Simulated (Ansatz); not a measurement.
# SiC (Moissanite 3C): optical spectrum from first principles

What colour and refractive index does SiC (Moissanite 3C) have at this level of theory?

Main program and level: Ansatz 0.2.0; DFT, PBE, plane-wave PAW, default files, scalar-relativistic, independent-particle optical response without local fields.

**What experiment says.**

For SiC, 3C (beta, cubic zinc blende) (literature average; scatter up to 0.2), “Infrared properties of SiC particles” (1999, arxiv:astro-ph/9903031) quotes earlier work: ε∞ (high-frequency dielectric constant) 6.49 [average of published experimental values; polytype label garbled in the row, 3C inferred …].

## 1. The structure

It takes space group F-43m (No. 216, cubic). Conventional cell: a = 4.358 Å, b = 4.358 Å, c = 4.358 Å, α = 90.00°, β = 90.00°, γ = 90.00°. Nearest to Si lie 4 C at 1.89 Å. C has 4 Si at 1.89 Å nearest. Farther neighbours, and contacts between anions beyond the nearest, are not listed.

## 2. Ground state and bands

The self-consistent density comes first; it also tells whether there is a gap, which decides the occupations and the need for a Drude term.

This step: DFT, PBE, plane-wave PAW, default files, scalar-relativistic, ground state (Ansatz 0.2.0).

Contents of input.yaml:

```yaml
crystal:
  lattice:
    - [0.0, 2.179, 2.179]
    - [2.179, 0.0, 2.179]
    - [2.179, 2.179, 0.0]
  atoms:
    - { symbol: Si, position: [0.0, 0.0, 0.0] }
    - { symbol: C, position: [0.75, 0.75, 0.75] }
kpoints:
  mp_grid: { grid: [9, 9, 9] }
  band_path:
    path:
      - [[0.0, 0.0, 0.0], [0.5, 0.0, 0.5], [0.5, 0.25, 0.75], [0.375, 0.375, 0.75], [0.0, 0.0, 0.0], [0.5, 0.5, 0.5], [0.625, 0.25, 0.625], [0.5, 0.25, 0.75], [0.5, 0.5, 0.5], [0.375, 0.375, 0.75]]
      - [[0.625, 0.25, 0.625], [0.5, 0.0, 0.5]]
    npoints: 6
scf:
  occupations: { method: fermi_dirac, width: 0.05 }
  n_extra_bands: 6
hamiltonian:
  xc: pbe
  pseudopotentials: { kind: paw }
output:
  forces: true
  stress: true
  populations: true
  write_bands: true
  write_density: true
  write_potential: true
  elf: true
  volumetric_format: npy
```

Run with:

```bash
> ansatz run input.yaml --threads 4 --pin off --max-ram 8192MiB --backend cpu --events-out ev --progress --plain --runs-dir out
```

Output:

```text
scf.n_extra_bands = 6 over 4 filled bands (N_el = 8.0): the run solves 10 bands
Engine: ansatz 0.2.0, x86_64-unknown-linux-gnu
Pseudopotentials: kind: paw
Pseudopotential: Si, paw, valence charge 4, recommended cutoff 420 eV (normal), Si.paw.azcp
Pseudopotential: C, paw, valence charge 4, recommended cutoff 420 eV (normal), C.paw.azcp
Functional definition: PBE
  parameter kappa = 0.804
  parameter beta = 0.066725
  exchange = pbe_x(kappa = kappa, mu = beta*pi^2/3)
  correlation = pbe_c(beta = beta)
Crystal: 2 atoms, lattice volume = 20.692 Å³
Basis set: ecut = 420 eV, 411 PW (Γ), exchange–correlation on 48×48×48 points (8 copies of the dense FFT grid, shifted against one another)
Bands: 10, of which v1, the nominal top of the filled ones, is band 4 counted from 1 (3 counted from 0)
Symmetry: 24 space group operations
Space group: F-43m (ITA 216), of the structure as read, at distance tolerance 2.7e-5 Å
k-points: 35 of 729 (time reversal used)
Non-local potential: Si, projectors of the file, l = 0: 2, l = 1: 2, l = 2: 2
Non-local potential: C, projectors of the file, l = 0: 2, l = 1: 2, l = 2: 1
PAW form: soft (Blöchl's): semilocal exchange-correlation on the pseudo side does not see the compensation charge
PAW one-centre angular grid: Si, 110 points (default); XC on 64 Gauss nodes
PAW one-centre angular grid: C, 110 points (default); XC on 64 Gauss nodes
Initial density: superposition of atomic densities (neutral atoms: chi_scale 0, normalization atom), corrected by the library's trained network
Initial wavefunctions: pseudopotential atomic-orbital guess
Functional: x = pbe(κ = 0.804, μ = 0.219515), c = pbe(β = 0.066725)
SCF iter   1: F=—  HF=-887.156708 eV  |F-HF|=—  |Δ(HF+E_count)|=         —  Δρ=2.27e-3  dr2=1.10e-3  ethr=1.77e-3  ⟨swp⟩=5.7  Hψ=2566  notcnv=0
preconditioner: auto → none  [insulator: Δε(μ)=1.481 eV  Ē_g=16.250 eV  σ=0.050 eV  W_gap=1.00  n_scr=0 (ndim 8)  ℏωp=23.1 eV  f_vac=0.000  D(μ)=0.00/eV (n_scr^D=0)  ε∞_Penn≈3.0]
SCF iter   2: F=—  HF=-887.156648 eV  |F-HF|=—  |Δ(HF+E_count)|=   5.97e-5  Δρ=8.67e-4  dr2=1.01e-4  ethr=1.37e-5  ⟨swp⟩=1.8  Hψ=728  notcnv=0  defer=23
SCF iter   3: F=—  HF=-887.156653 eV  |F-HF|=—  |Δ(HF+E_count)|=   5.48e-6  Δρ=3.65e-4  dr2=6.79e-6  ethr=1.26e-6  ⟨swp⟩=2.3  Hψ=418  notcnv=0  defer=23
SCF iter   4: F=—  HF=-887.156682 eV  |F-HF|=—  |Δ(HF+E_count)|=   2.89e-5  Δρ=4.61e-5  dr2=4.46e-7  ethr=8.49e-8  ⟨swp⟩=2.1  Hψ=434  notcnv=0  defer=23
iter 5 did not close the SCF: its close was put off for the readings that it lacked (scf_convergence_deferred on its scf_iter line)
SCF iter   5: F=-887.156682 eV  HF=-887.156682 eV  |F-HF|=1.50e-9  |Δ(HF+E_count)|=   5.35e-8  Δρ=3.12e-6  dr2=9.88e-10  ethr=5.57e-9  ⟨swp⟩=2.4  Hψ=430  notcnv=0  defer=23
SCF iter   6: F=-887.156682 eV  HF=-887.156682 eV  |F-HF|=4.37e-11  |Δ(HF+E_count)|=   1.68e-9  Δρ=4.32e-7  dr2=1.91e-11  ethr=1.23e-11  ⟨swp⟩=7.4  Hψ=1852  notcnv=0
SCF 1 converged in 6 iterations: F = -887.156682 eV  dr2 = 1.91e-11
  greatest PAW one-centre occupation: 0.645 electrons in one spin orbital (limit 2), on the C atom at site 1 (counted from 0), in its partial waves of l = 0
NSCF: frozen V_eff on 62 k-points
SCF converged after 6 iterations
Free energy (F): -887.156682 eV
Harris-Foulkes:  -887.156682 eV  (|F-HF|=4.37e-11)
Internal energy: -887.156682 eV  (E = F + TS)
E sigma→0 (E₀):  -887.156682 eV
Fermi energy:    10.227362 eV
--- Per-component energies (eV) ---
  E_band       = 28.696562
  E_kinetic    = 135.726172
  E_local      = -104.411305  (includes V_loc(G=0)·N_el)
  E_nonlocal   = 51.848414
  E_hartree    = 32.059078
  E_xc         = -105.503503
  E_vxc        = -109.370230  (∫ρ·V_xc dr)
  E_paw        = -612.091769  (= ΣΔE_a)
  E_vpaw       = -9.214634  (= ΣTr[D̂ρ^β])
  E_aug_tail   = 0.000011  (compensation charges beyond the density's cutoff)
  E_ewald      = -284.783780
  E_smearing   = -0.000000  (= −TS)
  E_closure    = 0.000000  (closes the sum)
  Σ components = -887.156682   (vs F -887.156682, Δ=0.00e0)
--- Forces (eV/Å), atoms counted from 1 ---
  atom   1  Si    -0.00000000     0.00000000     0.00000000
  atom   2  C      0.00000000    -0.00000000    -0.00000000
  max |Σ_I F_I| component: 1.85e-16 eV/Å
--- Stress (GPa, compression-positive) ---
        3.269572      -0.000000       0.000000
        0.000000       3.269572       0.000000
       -0.000000       0.000000       3.269572
  P = ⅓ Tr σ = 3.2696 GPa (32.696 kbar)
--- Band table (eV; the first three rows and the last of 35) ---
  k-point 0: bands = ["-5.9241", "9.4799", "9.4799", "9.4799", "15.6935", "16.7893", "16.7893", "16.7893", "23.9715", "23.9715"]
  k-point 1: bands = ["-5.6831", "8.2671", "9.3177", "9.3177", "15.9597", "17.0796", "17.0796", "17.1601", "22.9035", "22.9035"]
  k-point 2: bands = ["-4.9737", "5.8358", "8.9651", "8.9651", "15.5814", "17.4095", "17.4095", "18.5219", "22.4174", "22.4174"]
  k-point 34: bands = ["-0.9101", "2.4945", "4.3892", "5.3650", "14.5453", "18.2661", "18.5124", "20.6976", "23.3614", "26.5334"]
--- Löwdin populations: 2 sites ---
  site symbol       q [e]
     0     Si      2.9458
     1      C      4.9774
  spilling = 0.009597 (of n_electrons = 8.000000)
```

The job ended after 0.61 s (4 threads of AMD EPYC 7B13 (Zen 3), shared host; peak memory 0.34 GiB; 1.6 s of CPU time).

In the SCF lines HF is the Harris–Foulkes energy and dr2 the Hartree energy of the density residual, in eV; the loop may stop once dr2 is under the threshold and the program's other checks hold. Hψ counts applications of the Hamiltonian.

Read-outs:

```
free energy                  : -887.1567 eV
Fermi energy                 : 10.23 eV
gap by band count            : 1.505 eV
electrons                    : 8
symmetry operations          : 24
pressure                     : 3.270 GPa
volume                       : 20.69 Å³
gap on the path              : 1.359 eV
least direct gap on the path : 4.545 eV
```

There is a gap, 1.36 eV on the path, so no carriers' term is needed. The cell is left with a pressure of 3.3 GPa, as it stands unrelaxed at this level.

The electronic bands at the labelled points (eV, zero at the Fermi level; v1 is the highest filled band, c1 the lowest empty one):

```tsv
point	v4	v3	v2	v1	c1	c2	c3	c4
Γ	-16.15	-0.75	-0.75	-0.75	5.47	6.56	6.56	6.56
halfway	-14.55	-4.09	-2.68	-2.68	3.31	5.59	9.83	9.83
X	-11.13	-8.54	-3.93	-3.93	0.61	3.58	13.27	13.27
halfway	-11.02	-8.24	-4.81	-4.79	2.31	5.26	11.20	12.56
W	-10.90	-7.77	-5.73	-5.43	4.46	8.69	8.71	9.02
halfway	-11.04	-7.91	-6.11	-4.32	3.47	7.33	9.70	10.90
K	-11.13	-8.02	-6.29	-3.34	2.36	7.02	11.09	11.70
halfway	-14.38	-5.22	-3.67	-1.28	6.02	7.08	7.50	8.30
Γ	-16.15	-0.75	-0.75	-0.75	5.47	6.56	6.56	6.56
halfway	-14.96	-5.04	-1.35	-1.35	5.24	7.16	7.16	8.60
L	-12.59	-9.28	-1.80	-1.80	4.68	6.48	6.48	9.30
halfway	-12.09	-8.74	-4.13	-2.47	4.03	7.33	8.21	10.36
U	-11.13	-8.02	-6.29	-3.34	2.36	7.02	11.09	11.70
halfway	-11.04	-7.91	-6.11	-4.32	3.47	7.33	9.70	10.90
W	-10.90	-7.77	-5.73	-5.43	4.46	8.69	8.71	9.02
halfway	-11.94	-8.57	-4.46	-3.01	4.50	6.53	9.39	10.25
L	-12.59	-9.28	-1.80	-1.80	4.68	6.48	6.48	9.30
halfway	-12.09	-8.74	-4.13	-2.47	4.03	7.33	8.21	10.36
K	-11.13	-8.02	-6.29	-3.34	2.36	7.02	11.09	11.70
jump to U	-11.13	-8.02	-6.29	-3.34	2.36	7.02	11.09	11.70
halfway	-11.08	-8.39	-4.97	-3.78	1.35	4.56	12.59	12.81
X	-11.13	-8.54	-3.93	-3.93	0.61	3.58	13.27	13.27
```

The electronic bands as a text plot (rows in eV, shown from -8.7 to 6.6 only):

```
    6.3 |++++       +        ++++++     ++++         ++++++   +
    5.7 |++  +                  ++++++
    5.0 |  ++              ++         +++ ++          ++ ++
    4.4 |     ++   + ++                  +        ++++  +      +
    3.7 |       +++    +  +                 +    +         +    +
    3.1 |    +      +                        ++ +           +
    2.5 |               ++                     +             +
    1.8 |     ++                                              +
    1.2 |       +  +                                           +
    0.5 |        ++                                             +
   -0.1 |
   -0.7 |*                     *****
   -1.4 | *                  ** ** *****
   -2.0 |  **              **  *        ****          *****
   -2.7 |  ***            *                 **             **
   -3.3 |     **        **     *    **     *  **     **   *  **
   -3.9 |    *  ***          **             *   *   *      *   **
   -4.6 |          *   *                         * * *
   -5.2 |           ***    ****       *      *    * *       *  *
   -5.9 |     **     ***  *                   *  ***          *
   -6.5 |               ** **                  **            *
   -7.1 |                              *
   -7.8 |       *   *******                   ******         *
   -8.4 |        ***                    *   **      **     ** ***
         Γ       X    W  K        Γ      L     U  W     L   K|U X
```

ELF in the ac plane of a cell with a along [110], b along [-110] and c along [001] of the cube at fractional y = 0.000, with atoms of Si and C within 0.2 Å of it. It is the smooth field of the valence electrons, not physical close to the nuclei.

Ten even steps from '_' (0.02) to '@' (0.90), each cell a mean:
```
::..--==--==--..::..::==--====::..
----::..__..::------::::....::::--
----..______..------::..____..::--
....__________........________....
______......____________....______
____..==++==..________--++++--____
__..==##%%##==..____--**%%%%**::__
..--**##**##**--..::++##****##++::
--**%%==..++%%**--==####::::####==
==%%@@**--##@@%%==**@@%%====%%@@**
::##@@@@##@@@@##::++@@@@%%%%@@@@==
--==%%%%##%%%%==--::**%%####%%**::
```

Electrostatic potential energy in the ac plane of a cell with a along [110], b along [-110] and c along [001] of the cube at fractional y = 0.000, with atoms of Si and C within 0.2 Å of it. With pseudopotentials it is smooth inside the atoms' cores, unlike the true potential.

Ten even steps from '_' (-58 eV) to '@' (13 eV), each cell a mean:
```
__--##@@@@@@##--__..++%%@@@@%%++..
==**%%@@@@@@%%**==++##@@@@@@@@##++
%%%%@@@@@@@@@@%%%%%%@@@@@@@@@@@@%%
@@@@@@@@@@@@@@@@@@@@@@@@@@@@@@@@@@
@@@@@@@@@@@@@@@@@@@@@@@@@@@@@@@@@@
@@@@@@@@@@@@@@@@@@@@@@@@@@@@@@@@@@
@@@@@@@@%%@@@@@@@@@@@@@@%%%%@@@@@@
@@@@@@**--**@@@@@@@@@@##====##@@@@
@@@@##::__::%%@@@@@@@@++____++@@@@
##%%##--__--%%%%####%%**....**%%##
::==####**####==::--**%%####%%**--
__::##@@@@@@**::__..==%%@@@@%%==__
```

## 3. Spectrum

With the density converged, the vertical transitions are summed over the zone.

This step: DFT, PBE, plane-wave PAW, default files, scalar-relativistic, independent-particle optical response without local fields (Ansatz 0.2.0).

input.yaml, the sections that differ from step 2:

```yaml
kpoints:
  mp_grid: { grid: [9, 9, 9] }
scf:
  occupations: { method: fixed }
output:
  optics:
    e_range: [0, 22]
    de: 0.05
    sigma: 0.2
    nscf_kmesh: { grid: [14, 14, 14] }
    bands: { spectra_wanted_up_to: 22 }
# crystal, hamiltonian: as in step 2
```

Output:

```text
[...]
Crystal: 2 atoms, lattice volume = 20.692 Å³
Basis set: ecut = 420 eV, 411 PW (Γ)
Bands: 8, of which v1, the nominal top of the filled ones, is band 4 counted from 1 (3 counted from 0)
Symmetry: 24 space group operations
[...]
k-points: 35 of 729 (time reversal used)
[...]
SCF iter   1: F=—  HF=-887.156703 eV  |F-HF|=—  |Δ(HF+E_count)|=         —  Δρ=2.23e-3  dr2=1.05e-3  ethr=1.77e-3  ⟨swp⟩=4.9  Hψ=1975  notcnv=0  defer=52
[...]
SCF iter   7: F=-887.156686 eV  HF=-887.156686 eV  |F-HF|=2.27e-13  |Δ(HF+E_count)|=  4.63e-11  Δρ=4.13e-8  dr2=2.83e-13  ethr=1.00e-12  ⟨swp⟩=3.2  Hψ=1044  notcnv=0
SCF 1 converged in 7 iterations: F = -887.156686 eV  dr2 = 2.83e-13
[...]
NSCF: frozen V_eff on 104 k-points
[...]
output.optics: what the bands over the 17 summed would add to eps1, eps2 and the energy-loss function is held between a lower and an upper bound (8 Lanczos steps). eps1, eps2 and their loss function (loss_summed_bands) are given on every row as the summed bands alone make them. Along an axis, on a row where the two bounds hold the loss function to about 1 % of the greater of itself and 0.5 % of |1/eps|, its cell (loss_completed) is given, with the completed eps1 and eps2 that it is formed of (a cell that is left empty reads nan in the table and null in the record). The two bounds hold it so along every axis on all 441 rows up to 22.000 eV. [rest of the remark cut]
SCF converged after 7 iterations
Free energy (F): -887.156686 eV
[...]
Internal energy: -887.156686 eV  (E = F + TS)
E sigma→0 (E₀):  -887.156686 eV
Fermi energy:    9.479876 eV
[...]
--- Band table (eV; the first three rows and the last of 35) ---
[...]
```

It took 3.3 s on 4 threads; peak memory 0.48 GiB.

Read-outs:

```
electronic dielectric constant ε∞, mean of the axes                                   : 7.197
absorption onset, first axis (α over 10⁴ cm⁻¹, or the direct gap if that lies higher) : 4.545 eV
main peak of Im epsilon, first axis                                                   : 6.834 eV
least direct gap on the mesh                                                          : 4.545 eV
bands summed                                                                          : 17
spectra valid up to                                                                   : 29.26 eV
program's estimate of the k-sum error in Im epsilon                                   : 0.05 %
electrons in the f-sum                                                                : 6.856
```

The Im ε, any direction has structure finer than the step of the table below, so its rows give means over 1 eV. Peaks (eV: height): 6.8: 26.1, 8.2: 15.9.

Table of Im ε, any direction by photon energy; means over each step:

photon energy (eV), Im ε, any direction and a bar:
```
        3        0.0 
        4        0.0 
        5        3.2 #####
        6       11.1 #################
        7       19.7 ##############################
        8       12.4 ###################
        9       10.3 ################
       10        5.9 #########
       11        3.6 #####
       12        2.7 ####
       13        1.9 ###
       14        1.4 ##
       15        1.2 ##
       16        0.8 #
       17        0.5 #
       18        0.4 #
       19        0.3 #
       20        0.2 
       21        0.2
```

Table of Re ε, any direction by photon energy:

```tsv
photon energy (eV)	Re ε, any direction
0	7.20
1	7.32
2	7.72
3	8.54
4	10.4
5	14.5
6	16.3
7	-1.68
8	4.06
9	-5.18
10	-5.05
11	-3.91
12	-2.87
13	-2.51
14	-1.90
15	-1.60
16	-1.40
17	-0.979
18	-0.702
19	-0.535
20	-0.305
21	-0.133
22	0.0625
```

Reflectivity at normal incidence, any direction against photon energy; read off at these points:

photon energy (eV), reflectivity at normal incidence, any direction (%) and a bar from the least value:
```
     0.00       20.9 
     0.50       21.0 
     1.00       21.2 
     1.50       21.6 #
     2.00       22.1 #
     2.50       22.9 ##
     3.00       24.0 ##
     3.50       25.5 ###
     4.00       27.7 #####
     4.50       31.7 ########
     5.00       34.7 ##########
     5.50       37.9 ############
     6.00       41.5 ###############
     6.50       48.4 ####################
     7.00       57.7 ###########################
     7.15       58.7 ############################
     7.50       45.1 ##################
     8.00       41.4 ###############
     8.50       53.9 ########################
     9.00       55.7 #########################
     9.50       56.5 ##########################
    10.00       58.1 ###########################
    10.50       58.8 ############################
    11.00       58.1 ###########################
    11.50       58.0 ###########################
    12.00       53.5 ########################
    12.50       56.7 ##########################
    13.00       56.9 ##########################
    13.30       57.8 ###########################
    13.50       57.4 ###########################
    14.00       55.1 #########################
    14.50       54.3 ########################
    15.00       54.7 #########################
    15.50       56.6 ##########################
    16.00       60.7 #############################
    16.50       61.9 ##############################
    17.00       60.9 #############################
    17.50       58.6 ############################
    18.00       56.9 ##########################
    18.50       55.0 #########################
    19.00       58.0 ###########################
    19.30       58.8 ############################
    19.50       58.2 ###########################
    20.00       54.3 ########################
    20.50       50.7 ######################
    21.00       46.4 ###################
    21.50       36.9 ############
    22.00       23.5 ##
```

The loss function −Im 1/ε at q → 0, any direction has structure finer than the step of the table below, so its rows give means over 0.5 eV. Peaks (eV: height): 21.65: 5.47.

Loss function −Im 1/ε at q → 0, any direction against energy loss; means over each step:

```tsv
energy loss (eV)	loss function −Im 1/ε at q → 0, any direction
4.0	1.4e-5
4.5	0.00361
5.0	0.0142
5.5	0.0213
6.0	0.0278
6.5	0.0308
7.0	0.0437
7.5	0.0948
8.0	0.0767
8.5	0.0659
9.0	0.0790
9.5	0.0892
10.0	0.0981
10.5	0.111
11.0	0.127
11.5	0.149
12.0	0.173
12.5	0.176
13.0	0.192
13.5	0.216
14.0	0.252
14.5	0.277
15.0	0.296
15.5	0.304
16.0	0.307
16.5	0.349
17.0	0.427
17.5	0.530
18.0	0.643
18.5	0.757
19.0	0.842
19.5	1.11
20.0	1.61
20.5	2.31
21.0	3.55
21.5	5.17
```

Refractive index n and extinction k against photon energy:

```tsv
photon energy (eV)	n	k
0	2.68	0
1	2.71	0
2	2.78	0
3	2.92	0
4	3.22	6.2e-6
5	3.82	0.412
6	4.23	1.26
7	3.32	3.57
8	2.93	2.13
9	1.73	2.86
10	1.16	2.53
11	0.835	2.15
12	0.760	1.86
13	0.573	1.68
14	0.490	1.46
15	0.437	1.34
16	0.318	1.22
17	0.257	1.02
18	0.251	0.875
19	0.217	0.763
20	0.206	0.589
21	0.226	0.429
22	0.379	0.285
```

[end of part 1 of 2]

[Long decimals in the printed logs are rounded to 6 places.]

[Logs are printed without paths, hosts, clocks, repeated set-up lines and the standing remarks that a program may print on its own settings, such as how far it seeks lower states.]

[Hosts, paths, dates, database ids (printed as entryN), source tags and the programs' standing remarks are cut or masked in the printed files.]

[Where the starting crystal was built by hand or by swapping elements, it need not be the compound's stable phase.]

[The count of steps not shown may lack steps that the program refused or didn't finish.]
